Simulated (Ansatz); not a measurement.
# La on Pd(111): change of the work function, part 2 of 4

How does one ordered layer of La (hcp site) change the work function of Pd(111), and what dipole does each adsorbate carry?

Ansatz 0.2.0; plane-wave DFT, RPBE, Ansatz PAW (the session's first sound run).

So far, work function, upper face (eV): step 2 (the clean slab) 5.10.

### Step 3. The covered slab

System of this step: La/Pd(111). The cell holds 17 atoms: 16 Pd and 1 La. Its edges and angles: a = 5.501 Å, b = 5.501 Å, c = 28.197 Å, α = 90.0°, β = 90.0°, γ = 60.0°. Vacuum lies along c.

The clean slab as it ended is repeated in the plane and the adsorbate is set on one face; the cell's size fixes the coverage, and the k-mesh shrinks with it to keep the sampling density about even. Adsorbate and upper layers relax, since the dipole depends on the height.

File input.yaml:

```yaml
crystal:
  lattice:
    - [5.5012907577, 0.0, 0.0]
    - [2.7506453788, 4.7642575497, 0.0]
    - [0.0, 0.0, 28.1970042534]
  atoms:
    - { symbol: Pd, position: [0.0, 0.0, 0.3191828436] }
    - { symbol: Pd, position: [0.1666666667, 0.1666666667, 0.3988328847] }
    - { symbol: Pd, position: [0.3333333333, 0.3333333333, 0.4817421006] }
    - { symbol: Pd, position: [0.0, 0.0, 0.5649354218] }
    - { symbol: Pd, position: [0.0, 0.5, 0.3191828436] }
    - { symbol: Pd, position: [0.1666666667, 0.6666666667, 0.3988328847] }
    - { symbol: Pd, position: [0.3333333333, 0.8333333333, 0.4817421006] }
    - { symbol: Pd, position: [0.0, 0.5, 0.5649354218] }
    - { symbol: Pd, position: [0.5, 0.0, 0.3191828436] }
    - { symbol: Pd, position: [0.6666666667, 0.1666666667, 0.3988328847] }
    - { symbol: Pd, position: [0.8333333333, 0.3333333333, 0.4817421006] }
    - { symbol: Pd, position: [0.5, 0.0, 0.5649354218] }
    - { symbol: Pd, position: [0.5, 0.5, 0.3191828436] }
    - { symbol: Pd, position: [0.6666666667, 0.6666666667, 0.3988328847] }
    - { symbol: Pd, position: [0.8333333333, 0.8333333333, 0.4817421006] }
    - { symbol: Pd, position: [0.5, 0.5, 0.5649354218] }
    - { symbol: La, position: [0.3333333333, 0.3333333333, 0.6808171564] }
kpoints:
  mp_grid: { grid: [6, 6, 1] }
hamiltonian:
  xc: rpbe
scf:
  occupations: { method: fermi_dirac, width: 0.1 }
  convergence: { dr2_threshold: 1.0e-08 }
efield:
  axis: 3
  dipole_correction: true
  ramp_position: 0.97
  ramp_width: 0.06
relax:
  f_tol: 0.02
  max_steps: 60
  constraints: [{ sites: [0, 1, 4, 5, 8, 9, 12, 13] }]
output:
  bader: true
  dos: { projected: true, e_range: [-8, 4] }
  write_potential: true
  write_density: true
  volumetric_format: npy
  elf: true
```

Launch:

```
$ ansatz run input.yaml --threads 4 --pin off --max-ram 6144MiB --backend cpu --events-out ev --progress --plain --runs-dir out
```

Numbers of over 12 decimals in the logs are rounded to 6 here.

The log of the run:

```text
La: projections on atomic orbitals take those of the free atom [Kr 4d10] 4f0 5s2 5p6 5d1 6s2, of charge +0.00 (hamiltonian.pseudopotentials.projection_atoms); the dataset's partial waves leave at most 1.9e-5 of an orbital's norm unspanned inside its sphere
[...]
Crystal: 17 atoms, lattice volume = 739.031 Å³
Basis set: ecut = 420 eV, 14405 PW (Γ), exchange–correlation on 80×80×384 points (8 copies of the dense FFT grid, shifted against one another)
Bands: 180, of which v1, the nominal top of the filled ones, is band 150 counted from 1 (149 counted from 0)
Symmetry: 6 space group operations
[...]
k-points: 7 of 36 (time reversal used)
[...]
SCF iter   1: F=—  HF=-117946.769925 eV  |F-HF|=—  |Δ(HF+E_count)|=         —  Δρ=1.30e-1  dr2=6.77e2  ethr=1.77e-3  p=0.403 e·Å  D=9.86e-2 V/Å  ΔV_dip=-2.78 eV  dr2_dipole=2.32e2  V_vac-E_F(+/−)=2.23/5.01 eV  ⟨swp⟩=6.9  Hψ=4625  notcnv=0  defer=13
[...]
SCF iter  18: F=-117945.272316 eV  HF=-117945.272316 eV  |F-HF|=6.14e-9  |Δ(HF+E_count)|=   5.96e-8  Δρ=6.52e-7  dr2=8.01e-9  ethr=3.34e-12  p=0.329 e·Å  D=8.06e-2 V/Å  ΔV_dip=-2.27 eV  dr2_dipole=8.98e-10  V_vac-E_F(+/−)=2.77/5.05 eV  ⟨swp⟩=14.7  Hψ=8276  notcnv=0
SCF 1 converged in 18 iterations: F = -117945.272316 eV  dr2 = 8.01e-9
[...]
relax step   1: F+E_penalty+E_count = -117945.27231613 eV  Δ(F+E_penalty+E_count) = +0.000e0 eV  max|allowed force component| = 2.341e0 eV/Å  Δτ_max = 0.0000 Å  (18 SCF iters, accepted)
[...]
SCF iter  13: F=-117945.865986 eV  HF=-117945.865986 eV  |F-HF|=5.33e-9  |Δ(HF+E_count)|=   5.41e-9  Δρ=3.52e-7  dr2=2.46e-9  ethr=3.34e-12  p=0.334 e·Å  D=8.17e-2 V/Å  ΔV_dip=-2.30 eV  dr2_dipole=2.13e-10  V_vac-E_F(+/−)=2.74/5.04 eV  ⟨swp⟩=8.0  Hψ=7342  notcnv=0
SCF 2 converged in 13 iterations: F = -117945.865986 eV  dr2 = 2.46e-9
relax step   2: F+E_penalty+E_count = -117945.86598637 eV  Δ(F+E_penalty+E_count) = -5.937e-1 eV  max|allowed force component| = 2.696e0 eV/Å  Δτ_max = 0.1949 Å  (13 SCF iters, accepted)
SCF iter   1: F=—  HF=-117946.543865 eV  |F-HF|=—  |Δ(HF+E_count)|=         —  Δρ=3.40e-3  dr2=2.58e-1  ethr=9.09e-4  p=0.334 e·Å  D=8.17e-2 V/Å  ΔV_dip=-2.30 eV  dr2_dipole=5.45e-2  V_vac-E_F(+/−)=2.74/5.05 eV  ⟨swp⟩=5.3  Hψ=3474  notcnv=0  defer=21
[...]
SCF iter  13: F=-117946.530834 eV  HF=-117946.530834 eV  |F-HF|=1.76e-9  |Δ(HF+E_count)|=   1.98e-8  Δρ=3.75e-7  dr2=3.74e-9  ethr=3.34e-12  p=0.344 e·Å  D=8.43e-2 V/Å  ΔV_dip=-2.38 eV  dr2_dipole=1.36e-10  V_vac-E_F(+/−)=2.66/5.04 eV  ⟨swp⟩=12.9  Hψ=8044  notcnv=0
SCF 3 converged in 13 iterations: F = -117946.530834 eV  dr2 = 3.74e-9
relax step   3: F+E_penalty+E_count = -117946.53083440 eV  Δ(F+E_penalty+E_count) = -6.648e-1 eV  max|allowed force component| = 2.940e0 eV/Å  Δτ_max = 0.1950 Å  (13 SCF iters, accepted)
[...]
relax step   4: F+E_penalty+E_count = -117947.19798951 eV  Δ(F+E_penalty+E_count) = -6.672e-1 eV  max|allowed force component| = 2.868e0 eV/Å  Δτ_max = 0.1952 Å  (12 SCF iters, accepted)
[...]
relax step   5: F+E_penalty+E_count = -117947.76484329 eV  Δ(F+E_penalty+E_count) = -5.669e-1 eV  max|allowed force component| = 2.176e0 eV/Å  Δτ_max = 0.1946 Å  (12 SCF iters, accepted)
[...]
relax step   6: F+E_penalty+E_count = -117948.08098302 eV  Δ(F+E_penalty+E_count) = -3.161e-1 eV  max|allowed force component| = 6.612e-1 eV/Å  Δτ_max = 0.1950 Å  (13 SCF iters, accepted)
[...]
relax step   7: F+E_penalty+E_count = -117948.18853037 eV  Δ(F+E_penalty+E_count) = -1.075e-1 eV  max|allowed force component| = 2.764e-1 eV/Å  Δτ_max = 0.2000 Å  (14 SCF iters, accepted)
[...]
relax step   8: F+E_penalty+E_count = -117948.21497137 eV  Δ(F+E_penalty+E_count) = -2.644e-2 eV  max|allowed force component| = 5.813e-2 eV/Å  Δτ_max = 0.1940 Å  (13 SCF iters, accepted)
[...]
relax step   9: F+E_penalty+E_count = -117948.21572952 eV  Δ(F+E_penalty+E_count) = -7.582e-4 eV  max|allowed force component| = 3.359e-2 eV/Å  Δτ_max = 0.0208 Å  (9 SCF iters, accepted)
SCF iter   1: F=—  HF=-117948.214709 eV  |F-HF|=—  |Δ(HF+E_count)|=         —  Δρ=1.19e-4  dr2=2.48e-4  ethr=4.05e-7  p=0.429 e·Å  D=1.05e-1 V/Å  ΔV_dip=-2.96 eV  dr2_dipole=5.41e-5  V_vac-E_F(+/−)=2.08/5.04 eV  ⟨swp⟩=2.6  Hψ=2246  notcnv=0  defer=3
[...]
SCF iter   8: F=-117948.215788 eV  HF=-117948.215788 eV  |F-HF|=3.99e-9  |Δ(HF+E_count)|=   1.89e-8  Δρ=4.73e-7  dr2=3.86e-9  ethr=3.34e-12  p=0.429 e·Å  D=1.05e-1 V/Å  ΔV_dip=-2.96 eV  dr2_dipole=3.09e-10  V_vac-E_F(+/−)=2.08/5.04 eV  ⟨swp⟩=8.3  Hψ=7243  notcnv=0
SCF 10 converged in 8 iterations: F = -117948.215788 eV  dr2 = 3.86e-9
relax step  10: F+E_penalty+E_count = -117948.21578781 eV  Δ(F+E_penalty+E_count) = -5.828e-5 eV  max|allowed force component| = 4.030e-3 eV/Å  Δτ_max = 0.0035 Å  (8 SCF iters, accepted)
NSCF: frozen V_eff on 7 k-points
[...]
SCF converged after 8 iterations
Free energy (F): -117948.215788 eV
[...]
Internal energy: -117947.332800 eV  (E = F + TS)
E sigma→0 (E₀):  -117947.774294 eV
Entropy (-TS):   -0.882987 eV (-51.940 meV/atom)
Fermi energy:    4.762266 eV
Dipole field:    D = 0.104968 V/Å  (p = 0.428704 e·Å, saw-weighted, corrected)
Work function:   Φ+ = 2.0825 eV   Φ− = 5.0423 eV
[...]
--- Forces (eV/Å), atoms counted from 1 ---
  atom   1  Pd    -0.00000000    -0.00000000    -0.50282223
  atom   2  Pd    -0.00695006    -0.00401262     0.47456899
  atom   3  Pd     0.00000000    -0.00000000     0.00180926
  atom   4  Pd    -0.00000000    -0.00000000     0.00006604
  atom   5  Pd    -0.00765209     0.00441794    -0.50350517
  atom   6  Pd    -0.00000000     0.00802524     0.47456899
  atom   7  Pd     0.00002178    -0.00001257    -0.00012317
  atom   8  Pd     0.00349048    -0.00201523     0.00043389
  atom   9  Pd     0.00000000    -0.00883587    -0.50350517
  atom  10  Pd     0.00695006    -0.00401262     0.47456899
  atom  11  Pd    -0.00000000     0.00002515    -0.00012317
  atom  12  Pd    -0.00000000     0.00403046     0.00043389
  atom  13  Pd     0.00765209     0.00441794    -0.50350517
  atom  14  Pd     0.00000000     0.00000000     0.58930759
  atom  15  Pd    -0.00002178    -0.00001257    -0.00012317
  atom  16  Pd    -0.00349048    -0.00201523     0.00043389
  atom  17  La     0.00000000    -0.00000000    -0.00246865
  max |Σ_I F_I| component: 1.56e-5 eV/Å
--- Band table (eV; the first three rows and the last of 7) ---
  k-point 0: bands = [... 146 lower, 4.9884, 4.9884, 4.9996, 5.1041, 5.1044, 5.1044, 5.3380, 5.7256, ... 26 higher]
  k-point 1: bands = [... 146 lower, 4.7226, 4.8007, 4.8099, 4.9010, 4.9034, 4.9092, 5.2102, 5.6680, ... 26 higher]
  k-point 2: bands = [... 146 lower, 4.5164, 4.6022, 4.6310, 4.6315, 4.6653, 4.8783, 4.8791, 5.4198, ... 26 higher]
  k-point 6: bands = [... 146 lower, 4.4695, 4.4913, 4.5126, 4.5143, 4.5887, 4.5951, 4.6082, 4.6207, ... 26 higher]
--- Relaxed structure (10 steps of the walk, 10 accepted, 0 SCFs on fresh bases) ---
  F+E_penalty+E_count = -117948.21578781 eV   max|allowed force component| = 4.030e-3 eV/Å
  atoms:
    - { symbol: Pd, position: [1.3061447348317427e-17, 1.3061447348317426e-17, 0.319183] }
    - { symbol: Pd, position: [0.166667, 0.166667, 0.398833] }
    - { symbol: Pd, position: [0.333333, 0.333333, 0.481498] }
    - { symbol: Pd, position: [1.994271217314849e-17, 1.306144734827573e-17, 0.577028] }
    - { symbol: Pd, position: [0.0, 0.5, 0.319183] }
    - { symbol: Pd, position: [0.166667, 0.666667, 0.398833] }
    - { symbol: Pd, position: [0.330039, 0.834980, 0.482629] }
    - { symbol: Pd, position: [-0.00629194, 0.503146, 0.565613] }
    - { symbol: Pd, position: [0.5, 1.3061447348317426e-17, 0.319183] }
    - { symbol: Pd, position: [0.666667, 0.166667, 0.398833] }
    - { symbol: Pd, position: [0.834980, 0.330039, 0.482629] }
    - { symbol: Pd, position: [0.503146, -0.00629194, 0.565613] }
    - { symbol: Pd, position: [0.5, 0.500000, 0.319183] }
    - { symbol: Pd, position: [0.666667, 0.666667, 0.398833] }
    - { symbol: Pd, position: [0.834980, 0.834980, 0.482629] }
    - { symbol: Pd, position: [0.503146, 0.503146, 0.565613] }
    - { symbol: La, position: [0.333333, 0.333333, 0.638681] }
--- Bader charges: 17 sites ---
  site symbol  charge [e]  shift [e]
     0     Pd     -0.0262     0.0000
     1     Pd      0.0285     0.0000
     2     Pd     -0.0149     0.0000
     3     Pd     -0.3419     0.0000
     4     Pd     -0.0257     0.0000
     5     Pd      0.0285     0.0000
     6     Pd     -0.0163     0.0000
     7     Pd     -0.2615     0.0004
     8     Pd     -0.0257     0.0000
     9     Pd      0.0285     0.0000
    10     Pd     -0.0163     0.0000
    11     Pd     -0.2615     0.0004
    12     Pd     -0.0257     0.0000
    13     Pd      0.0328     0.0000
    14     Pd     -0.0163     0.0000
    15     Pd     -0.2616     0.0004
    16     La      1.1756     0.0011
  estimated error of the sums over rays = 3.2e-4 e
```

Wall time 2.6 min (4 threads of Intel Xeon 6975P-C (Granite Rapids), shared host); peak memory 3.2 GiB; 10 min of CPU time.

Relaxation path:

```tsv
step	energy less that of the first step (eV)	largest force component (eV/Å)
1	0.0000	2.3407
2	-0.5937	2.6959
3	-1.2585	2.9397
4	-1.9257	2.8683
5	-2.4925	2.1756
6	-2.8087	0.6612
7	-2.9162	0.2764
8	-2.9427	0.0581
9	-2.9434	0.0336
10	-2.9435	0.0040
```

The run keeps the 6 symmetry operations that it works with, so distortions that break them were not tested.

The atoms that moved most (Å):

```tsv
atom	dx	dy	dz	length
La17	0.000	0.000	-1.188	1.188
Pd4	0.000	0.000	0.341	0.341
Pd8	-0.026	0.015	0.019	0.036
Pd12	0.000	-0.030	0.019	0.036
Pd16	0.026	0.015	0.019	0.036
Pd15	0.014	0.008	0.025	0.030
Pd11	0.000	-0.016	0.025	0.030
Pd7	-0.014	0.008	0.025	0.030
```

Numbers from this step:

| Property | Result |
| --- | --- |
| energy at zero smearing | -117947.7743 eV |
| work function, upper face | 2.082 eV |
| work function, lower face | 5.042 eV |
| dipole along the normal | 0.4287 e·Å |
| step between the vacuum levels | -2.960 eV |

Running mean over 2.246 Å of the planar mean; the ramp of the sawtooth is left out. Electron's electrostatic potential energy less the Fermi level against z:

```tsv
z (Å)	electron's electrostatic potential energy less the Fermi level (eV)
4	5.04
5	5.04
6	4.99
7	4.18
8	-3.24
9	-8.33
10	-8.54
11	-8.59
12	-7.84
13	-8.01
14	-8.18
15	-6.97
16	-8.82
17	-7.12
18	-2.79
19	-1.20
20	1.22
21	1.90
22	2.04
23	2.07
24	2.08
25	2.08
```

The density of states has structure finer than the step of the table below, so its rows give means over 0.25 eV, whole bins alone (the curve runs from -8 to 1.98 eV). Peaks (eV: height): -3.250: 106, -2.920: 54.0, -2.590: 66.4, -2.350: 57.4, -2.290: 63.0, -2.200: 52.4, -0.240: 63.7.

Table of density of states by energy, zero at the Fermi level; means over each step:

```tsv
energy (eV)	density of states (states/eV a cell)
-6.75	0
-6.50	0.0482
-6.25	0.908
-6.00	0.978
-5.75	1.12
-5.50	1.73
-5.25	2.63
-5.00	5.32
-4.75	17.0
-4.50	28.3
-4.25	39.4
-4.00	31.9
-3.75	28.8
-3.50	16.3
-3.25	30.8
-3.00	30.3
-2.75	37.2
-2.50	42.3
-2.25	43.6
-2.00	36.6
-1.75	33.1
-1.50	27.7
-1.25	34.2
-1.00	40.3
-0.75	30.6
-0.50	30.5
-0.25	41.6
0.00	25.6
0.25	10.7
0.50	4.48
0.75	7.51
1.00	8.95
1.25	9.42
1.50	11.8
1.75	24.9
```

Projected DOS per atom over height of the atomic layer and energy from the Fermi level. Layers: Pd4 Pd4 Pd4 Pd4 La from below.

Ten even steps from '0' (0.0 states/eV) to '9' (23.4 states/eV), each cell a mean:
```
00009
00002
00000
00000
01000
00000
10000
00000
10000
10010
00010
00000
00000
01000
00000
00000
00000
00000
00000
00000
00000
00000
```
Columns: height of the atomic layer (Å) from 9 to 18.0 (not evenly spaced); rows upwards: energy from the Fermi level (eV) from -7.96 to 1.95.

Electrostatic potential energy in the ca plane at fractional y = 0.330, with atoms of Pd and La within 0.2 Å of it. With pseudopotentials it is smooth inside the atoms' cores, unlike the true potential.

Ten even steps from '0' (-42 eV) to '9' (8 eV), each cell a mean:
```
88999888998411589988899999999999999999999999
99999999996100169999999999999999999999999999
99999999996000169999999999999999999999999999
99999989997200379999999999999999999999999999
78998767999755799977899999999999999999999999
56898545899989999865689998999999999999999999
56898546899988999865688877789999999999999999
78999778999645799987887422478999999999999999
99999999997200389999985100047999999999999999
99999999995000169999984044037899999999999999
99999999996100279999984022047899999999999999
88999888998422589988886300268999999999999999
67998656899877899876788755688999999999999999
46898545899999999865689888899999999999999999
67998656899877899876799999999999999999999999
```
Columns run along c (16.0 Å, from fractional 0.32 to 0.89 of the cell; values clipped at the 3rd and 97th percentile), rows up along a (5.5 Å). Atoms in or near the plane, at fractional coordinates: Pd at (0.48, 0.33), Pd at (0.48, 0.83), La at (0.64, 0.33).

ELF in the ca plane at fractional y = 0.330, with atoms of Pd and La within 0.2 Å of it. It is the smooth field of the valence electrons, not physical close to the nuclei.

Ten even steps from '0' (0.00) to '9' (0.84), each cell a mean:
```
22222222222566422222222211000011000000000000
22111222223645632222222221111110000000000000
22111222223644632222222222111110000000000000
22212222223556532222222221100110000000000000
32222333222344322233322210000011100000000000
43222454222222222244333211110011110000000000
43222454222222222244332356631111111000000000
32222333222344322223324799984211111100000000
22212222223656532222226866996311221100000000
22111222224634532222227711697311221100000000
22111222223655532222226843896311221100000000
22222222222555422222225889985211221100000000
43222343222233222233333578852111111000000000
43222454222222222244432223211111110000000000
43222343222233222234323210000011100000000000
```
Columns run along c (16.0 Å, from fractional 0.32 to 0.89 of the cell), rows up along a (5.5 Å). Atoms in or near the plane, at fractional coordinates: Pd at (0.48, 0.33), Pd at (0.48, 0.83), La at (0.64, 0.33).

Valence density in the ca plane at fractional y = 0.330, with atoms of Pd and La within 0.2 Å of it. It is the smooth field of the valence electrons, not physical close to the nuclei.

Ten steps, logarithmic in the rise over the least value, from '0' (0 e/Å³) to '9' (13 e/Å³), each cell a mean:
```
32212333223677532233321100000000000000000000
22111222224899842122211000000000000000000000
21111222224899842122211000000000000000000000
22112222223788732222221000000000000000000000
43222443222455422234321100000000000000000000
54323565322222212345432111000000000000000000
54323555322232212345432233210000000000000000
43222343222465422234333455431000000000000000
22112222224798732222224555542000000000000000
21111222225899842122224555542100000000000000
22111222224899742122224555542100000000000000
32222333223677532223323455531000000000000000
54223454322343222344432344321000000000000000
54323565321222212355432111100000000000000000
54223454322343322345421100000000000000000000
```
Columns run along c (16.0 Å, from fractional 0.32 to 0.89 of the cell), rows up along a (5.5 Å). Atoms in or near the plane, at fractional coordinates: Pd at (0.48, 0.33), Pd at (0.48, 0.83), La at (0.64, 0.33).

The relaxation took 10 steps and lowered the energy by 2.9 eV; the largest force on the free atoms ends at 0.0040 eV/Å.

By hand: a sheet of dipoles makes a step −p/(ε₀A) in the electron's potential. With e/ε₀ = 180.95 V·Å, p = 0.4287 e·Å and A = 26.21 Å², that is −180.95 × (0.4287) / 26.21 = -2.960 eV, and the two vacuum levels of the run differ by -2.960 eV.

The covered face has 2.08 eV, -3.01 eV against the clean one; the bare back face has moved by -0.02 eV, a measure of how thin the slab is.

### Step 4. Work function against coverage

This step: plane-wave DFT, RPBE, Ansatz PAW; work function against coverage (Ansatz 0.2.0).

The runs are now put side by side.

Numbers from this step:

```
work function of the clean face     : 5.096 eV
largest change of the work function : -3.013 eV
```

Work function of the covered face against coverage:

```tsv
coverage (adsorbates/nm²)	work function of the covered face (eV)
0.00	5.10
3.82	2.08
```

The dipole per adsorbate comes from the change of the cell's dipole. Coverage, by row:

```tsv
coverage (1/nm²)	coverage (ML)	work function (eV)	change (eV)	dipole per adsorbate, positive end outwards (debye)	mean height of the added atoms over the highest substrate atom (Å)
3.815	0.25	2.082	-3.013	2.082	1.738
```

(Part 2 of 4 ends here.)

[Logs are printed without paths, hosts, clocks, repeated set-up lines and the standing remarks that a program may print on its own settings, such as how far it seeks lower states.]

[Hosts, paths, dates, database ids (printed as entryN), source tags and the programs' standing remarks are cut or masked in the printed files.]

[Maps of the electrostatic potential energy from Ansatz leave out the sawtooth potential of an applied field or a dipole correction, so their vacuum need not be flat; planar profiles and work functions include it.]

[The density of states shown here was stored with 400 of the rows of the run's finer table, so its peaks can read low, often by over a quarter, or be missed, and its means over a window can be off by a tenth or more.]
